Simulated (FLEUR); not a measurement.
# GdBi: exchange couplings by hand from total energies

Can a spin model with one coupling foretell the energy of a further order of GdBi?

Method: LDA (VWN) with U = 4.02 eV, J = 0.7 eV on Gd f; all-electron FLAPW, Dirac cores, scalar-relativistic bands, in FLEUR MaX-R8.1.

## Step 1: Set-up

Symmetry: Fm-3m, No. 225, cubic system. Conventional cell: a = 6.388 Å, b = 6.388 Å, c = 6.388 Å, α = 90.00°, β = 90.00°, γ = 90.00°. Gd has 6 Bi at 3.19 Å nearest. Bi has 6 Gd at 3.19 Å nearest. Farther neighbours are not listed.

The cell comes from a database of computed structures and need not be the stable phase.

## Step 2: The parallel order

All energies count from this run. A Hubbard U acts on the open shell, since semilocal functionals spread its electrons too much.

The file n_mmp_mat seeds the f occupations with whole cubic orbitals by Hund's first rule, so that the U acts from the first pass. inpgen writes inp.xml from crystal.txt; cutoffs, mixing, functional, smearing and local orbitals are then set in the file. The k list default-1 (kpts.xml, not shown) is a Γ-centred 8×8×8 mesh; where the ranks do not divide the number of points, some are split in two of half the weight.

Contents of inp.xml:

```
<?xml version="1.0" encoding="UTF-8" standalone="no"?>
<fleurInput fleurInputVersion="0.39">
   <comment>
      GdBi
   </comment>
   <calculationSetup>
      <cutoffs Kmax="3.6" Gmax="10.8" GmaxXC="10.8" numbands="0"/>
      <scfLoop itmax="130" minDistance="0.0001" maxIterBroyd="15" imix="Anderson" alpha="0.05" precondParam="0.0" spinf="2.0" sdNocoIR="T"/>
      <coreElectrons ctail="T" frcor="F" kcrel="0" coretail_lmax="0"/>
      <xcFunctional name="vwn" relativisticCorrections="F"/>
      <magnetism jspins="2"/>
      <soc l_soc="F" theta="0.0" phi="0.0" spav="F"/>
      <expertModes spex="0" secvar="F"/>
      <geometryOptimization l_f="F" forcealpha="1.0" forcemix="BFGS" epsdisp="0.00001" epsforce="0.00001"/>
      <ldaU l_linMix="F" mixParam="0.05" spinf="1.0"/>
   </calculationSetup>
   <cell>
      <bzIntegration valenceElectrons="33.0" mode="hist" fermiSmearingEnergy="0.00293995">
         <kPointListSelection listName="default-1"/>
         <xi:include xmlns:xi="http://www.w3.org/2001/XInclude" href="kpts.xml"> </xi:include>
      </bzIntegration>
      <xi:include xmlns:xi="http://www.w3.org/2001/XInclude" href="sym.xml"> </xi:include>
      <bulkLattice scale="1.0">
         <bravaisMatrix>
            <row-1>    0.0000000000000000     6.0360663268281591     6.0360663268281591</row-1>
            <row-2>    6.0360663268281591     0.0000000000000000     6.0360663268281591</row-2>
            <row-3>    6.0360663268281591     6.0360663268281591     0.0000000000000000</row-3>
         </bravaisMatrix>
      </bulkLattice>
   </cell>
   <atomSpecies>
      <species name="Gadolinium7.001" element="Gd" atomicNumber="64">
         <mtSphere radius="2.8" gridPoints="925" logIncrement="0.014"/>
         <atomicCutoffs lmax="10" lnonsphr="8"/>
         <electronConfig flipSpins="F">
            <coreConfig>(1s1/2) (2s1/2) (2p1/2) (2p3/2) (3s1/2) (3p1/2) (3p3/2) (4s1/2) (3d3/2) (3d5/2) (4p1/2) (4p3/2) (4d3/2) (4d5/2)</coreConfig>
            <valenceConfig>(5s1/2) (5p1/2) (5p3/2) (6s1/2) (4f5/2) (4f7/2) (5d3/2) (5d5/2)</valenceConfig>
            <stateOccupation state="(4f5/2)" spinUp="2.5005" spinDown="0.4995"/>
            <stateOccupation state="(4f7/2)" spinUp="4.0" spinDown="0.0"/>
            <stateOccupation state="(5d3/2)" spinUp="0.4" spinDown="0.0"/>
            <stateOccupation state="(5d5/2)" spinUp="0.6" spinDown="0.0"/>
         </electronConfig>
         <energyParameters s="6" p="6" d="5" f="4"/>
         <ldaU l="3" U="4.02" J="0.7" l_amf="F"/>
         <lo type="SCLO" l="0" n="5" eDeriv="0"/>
         <lo type="SCLO" l="1" n="5" eDeriv="0"/>
      </species>
      <species name="Bismuth (Bi)" element="Bi" atomicNumber="83">
         <mtSphere radius="2.8" gridPoints="925" logIncrement="0.015"/>
         <atomicCutoffs lmax="10" lnonsphr="8"/>
         <electronConfig flipSpins="F">
            <coreConfig>(1s1/2) (2s1/2) (2p1/2) (2p3/2) (3s1/2) (3p1/2) (3p3/2) (4s1/2) (3d3/2) (3d5/2) (4p1/2) (4p3/2) (5s1/2) (4d3/2) (4d5/2) (5p1/2) (5p3/2) (4f5/2) (4f7/2)</coreConfig>
            <valenceConfig>(6s1/2) (5d3/2) (5d5/2) (6p1/2) (6p3/2)</valenceConfig>
            <stateOccupation state="(6p1/2)" spinUp="0.500000" spinDown="0.500000"/>
            <stateOccupation state="(6p3/2)" spinUp="1.000000" spinDown="1.000000"/>
         </electronConfig>
         <energyParameters s="6" p="6" d="6" f="5"/>
         <lo type="SCLO" l="2" n="5" eDeriv="0"/>
      </species>
   </atomSpecies>
   <atomGroups>
      <atomGroup species="Gadolinium7.001">
         <relPos label="                   1">.0000000000 .0000000000 .0000000000</relPos>
         <force calculate="T" relaxXYZ="TTT"/>
      </atomGroup>
      <atomGroup species="Bismuth (Bi)">
         <relPos label="                   2">1.000/2.000 1.000/2.000 1.000/2.000</relPos>
         <force calculate="T" relaxXYZ="TTT"/>
      </atomGroup>
   </atomGroups>
   <output dos="F" band="F" slice="F">
      <bandDOS minEnergy="-.5*Htr" maxEnergy="0.5*Htr" sigma="0.015" storeEVData="T"/>
      <plotting iplot="0" polar="F">
         <plot TwoD="T" vec1="  1.0  0.0  0.0" vec2="  0.0  1.0  0.0" vec3="  0.0  0.0  1.0" zero="  0.0  0.0  0.0" file="plot"/>
      </plotting>
      <moessbauerParams electricFieldGradient="F" isomerShift="F" coreHyperfine="F" valenceHyperfine="F"/>
   </output>
</fleurInput>
```

Contents of crystal.txt:

```
GdBi
&input film=F cartesian=F /
0.00000000000  3.19414874370  3.19414874370
3.19414874370  0.00000000000  3.19414874370
3.19414874370  3.19414874370  0.00000000000
1.8897261246
1.0 1.0 1.0

2
64 0.00000000000  0.00000000000  0.00000000000 : 7.001
83 0.50000000000  0.50000000000  0.50000000000

&kpt div1=8 div2=8 div3=8 gamma=T /
```

On the command line:

```
$ OMP_NUM_THREADS=1 inpgen -f crystal.txt > inpgen.log  # inp.xml is then edited as shown
$ OMP_NUM_THREADS=1 mpirun -n 4 fleur_MPI > fleur.log
```

Log:

```text
Welcome to FLEUR        (www.flapw.de)
      MaX-Release 8.1          (www.max-centre.eu)

 ========== k-point set info ==========
 Selected k-point list: default-1
 k-point list type: mesh
 0 x 0 x 0
 Number of k points: 32

 [... set-up left out ...]
 Iteration:     1   Distance:      18.73352955 me/bohr^3
 Iteration:     2   Distance:      17.86513630 me/bohr^3
 Iteration:     3   Distance:       5.71003023 me/bohr^3
 Iteration:     4   Distance:       8.10269634 me/bohr^3
 Iteration:     5   Distance:       1.23736457 me/bohr^3
[...]
[... left out ...]
            <freeEnergy value="-32843.1783070958"/>
            <extrapolationTo0K value="-32843.1781631840"/>
         </totalEnergy>
         [... left out ...]
         <ldaUDensityMatrixConvergence>
            <distance spin="1" distance="0.000000"/>
            <distance spin="2" distance="0.000001"/>
         </ldaUDensityMatrixConvergence>
         <densityConvergence units="me/bohr^3">
            <chargeDensity spin="1" distance="0.0000204678"/>
            <chargeDensity spin="2" distance="0.0000239965"/>
            <overallChargeDensity distance="0.0000256631"/>
            <spinDensity distance="0.0000364819"/>
         </densityConvergence>
      </iteration>
```

The job ended after 20 s (4 MPI ranks of Arm Neoverse V2, shared host; peak memory 0.23 GiB; 81 s of CPU time).

Spin moment in the muffin-tin sphere by atom:

```
atom  spin moment in the muffin-tin sphere (μB)
 Gd1                                       7.04
 Bi2                                      -0.06
```

Read from the output:

* free energy: -893708.4105 eV
* program's band gap on this mesh (in a metal only a level spacing): 0 eV
* magnetization: 7.012 μB
* final state: ferromagnetic, with opposed induced moments

After 21 cycles the largest moment stands at 7.04 μB.

## Step 3: The orders used for the fit

The other orders were run with the same settings, on meshes that hold the same points. Free energies are divided by the number of Gd atoms; q is in fractions of the reciprocal vectors of the first run's cell.

```
              order  atoms   mesh  free energy (eV)     eV per Gd  largest moment (μB)
                F +      2  8×8×8      -893708.4105  -893708.4105                 7.04
AF q=(0,1/2,1/2) +-      4  8×4×8     -1787416.8278  -893708.4139                 7.06
```

## Step 4: Counting neighbours

With E = −Σ J e_i·e_j over ordered pairs of unit vectors, turning a neighbour from parallel to opposed costs 2J a Gd atom. So an order lies 2 Σ n J over the parallel one, n being the opposed neighbours in each shell.

```
shell  distance (Å)  neighbours  opposed in AF q=(0,1/2,1/2) +-  opposed in AF q=(0,0,1/2) +-
   J1          4.52          12                               8                             6
   J2          6.39           6                               0                             6
```

Only J1 is kept.

## Step 5: Solving

```
2 × 8 × J1 = -3.4 meV    (AF q=(0,1/2,1/2) +-)
J1 = -0.21 meV
```

## Step 6: The test

The couplings now give the orders that were left out:

```
2 × 6 × (-0.21) = -2.5 meV    (AF q=(0,0,1/2) +-)
```

The runs themselves:

```
            order  atoms   mesh  free energy (eV)     eV per Gd  largest moment (μB)  over the parallel order (meV)  foretold (meV)
AF q=(0,0,1/2) +-      4  8×8×4     -1787416.8403  -893708.4201                 7.09                           -9.7            -2.5
```

## Step 7: One more shell

One try is to add the next shell, though changing moments can also cause the miss. Both differences then fix both couplings, and no order is left for a test.

```
2 × 8 × J1 = -3.4 meV    (AF q=(0,1/2,1/2) +-)
2 × 6 × J1 + 2 × 6 × J2 = -9.7 meV    (AF q=(0,0,1/2) +-)
J1 = -0.21 meV
J2 = -0.60 meV
```

## Step 8: What came out

```yaml
effective_coupling_of_the_reversed_pairs_counted_on_j1_gd_gd_at_4p52_a: -0.21 meV
largest_miss_on_the_orders_left_out: 7.2 meV
j1_with_two_shells: -0.21 meV
j2_with_two_shells: -0.6 meV
```

In words: The model misses the order left out by 7.2 meV, 74 % of the largest distance from the parallel order, so it fails: these couplings alone don't describe the crystal. With the next shell added the couplings are J1 = -0.21 and J2 = -0.60 meV, untested. The largest moments of the orders differ by 0.69 % of the greatest. One difference fixes one number: it sums all reversed shells and need not be the coupling of the nearest one, even in sign. The f shell is half filled, so the spin-only picture is fair.

[Logs and program files are shortened in this print: banners, set-up blocks, solver, clock and traceback lines can be left out without a mark of their own.]

[Logs are printed without paths, hosts, clocks, repeated set-up lines and the standing remarks that a program may print on its own settings, such as how far it seeks lower states.]

[Hosts, paths, dates, database ids (printed as entryN), source tags and the programs' standing remarks are cut or masked in the printed files.]

[Where a cell is said to come from a database of computed structures, the database is the Materials Project.]
